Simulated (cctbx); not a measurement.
## Diagnosing a refinement

Cell a = 12.3510 Å, b = 12.3510 Å, c = 5.1760 Å, α = 90.00°, β = 90.00°, γ = 120.00°; space group R-3 (no. 148).

Simulated single-crystal data (cctbx): Cu Kα, λ = 1.54184 Å, to d = 0.83 Å, 80 % of the full sphere, strongest reflection 5000 counts, noise from counting, a 1.5 % proportional error and a noise floor of 15 counts (s.d.); no absorption.

An isotropic refinement with weights 1/σ² prints:

```text
Rint 0.059, 278 unique reflections to 0.83 A
cycle     R1     wR2    GooF  max shift (A)
   1  0.2099  0.4011  10.186   0.11512
  12  0.0313  0.0503   1.277   0.00255
final R1 0.0306 wR2 0.0487 GooF 1.237  parameters 14  data/parameter 19.9
atom        x        y        z      Ueq    occ   su(xyz)  su(Uiso or U11)
Lu1    0.83901  0.79134  0.75565   0.0187  1.000  0.00015  0.0002
Ni1    0.05432  0.78142  0.72105   0.0195  1.000  0.00049  0.0006
Ni2    0.00000  0.00000  0.50000   0.0349  1.000  0.00000  0.0017
Ni3    0.00000  0.00000  0.00000   0.0255  1.000  0.00000  0.0015
Ni4    0.93010  0.52272  0.76638   1.0000  1.000  0.01517  0.0696
difference map: max 2.51 min -2.40 rms 0.69
Q1    0.0016  0.0536  0.6681   18    2.53  1.09 A from Ni2
Q2    0.9863  0.1715  0.8682   18    2.50  0.69 A from Lu1
Q3    0.0000  0.0000  0.5000    3    2.38  0.00 A from Ni2
Q4    0.0530  0.5906  0.2711   18    2.30  0.65 A from Ni1
Q5    0.0511  0.1178  0.1641   18    2.12  1.32 A from Lu1
Q6    0.0413  0.1269  0.9785   18    2.03  1.39 A from Ni3
```

**Question.** Can this result stand? If not, what is the likely fault?

Mend it. The fault: spurious atom: Ni4. Against the right model at the same level, R1 goes from 0.0298 to 0.0306 and GooF from 1.19 to 1.24 and Ni4 takes U = the program's ceiling. A site with no density behind it hides by a very large U or drifts. The fit had not settled when the cycles ran out.

The compound is Lu3Ni4. The right model at the same level gives:

```text
Rint 0.059, 278 unique reflections to 0.83 A
cycle     R1     wR2    GooF  max shift (A)
   1  0.1700  0.2986   7.527   0.07224
   2  0.0298  0.0474   1.194   0.00007
final R1 0.0298 wR2 0.0474 GooF 1.194  parameters 10  data/parameter 27.8
atom        x        y        z      Ueq    occ   su(xyz)  su(Uiso or U11)
Lu1    0.83900  0.79135  0.75564   0.0187  1.000  0.00015  0.0002
Ni1    0.05437  0.78151  0.72090   0.0195  1.000  0.00047  0.0006
Ni2    0.00000  0.00000  0.50000   0.0346  1.000  0.00000  0.0017
Ni3    0.00000  0.00000  0.00000   0.0254  1.000  0.00000  0.0015
difference map: max 2.34 min -2.66 rms 0.67
Q1    0.0544  0.5892  0.2688   18    2.45  0.67 A from Ni1
Q2    0.9861  0.1720  0.8659   18    2.29  0.68 A from Lu1
Q3    0.0249  0.7377  0.2365   18    2.17  1.14 A from Lu1
Q4    0.0213  0.8764  0.5072   18    2.09  1.52 A from Lu1
Q5    0.0015  0.0543  0.6667   18    2.09  1.09 A from Ni2
Q6    0.0273  0.7671  0.7977   18    1.93  0.49 A from Ni1
```

The model is made up (kin elements in a known structure type, no relaxation), so it says nothing on whether the phase exists.

[Middle refinement cycles are left out of these outputs.]

[Logs are printed without paths, hosts, clocks, repeated set-up lines and the standing remarks that a program may print on its own settings, such as how far it seeks lower states.]
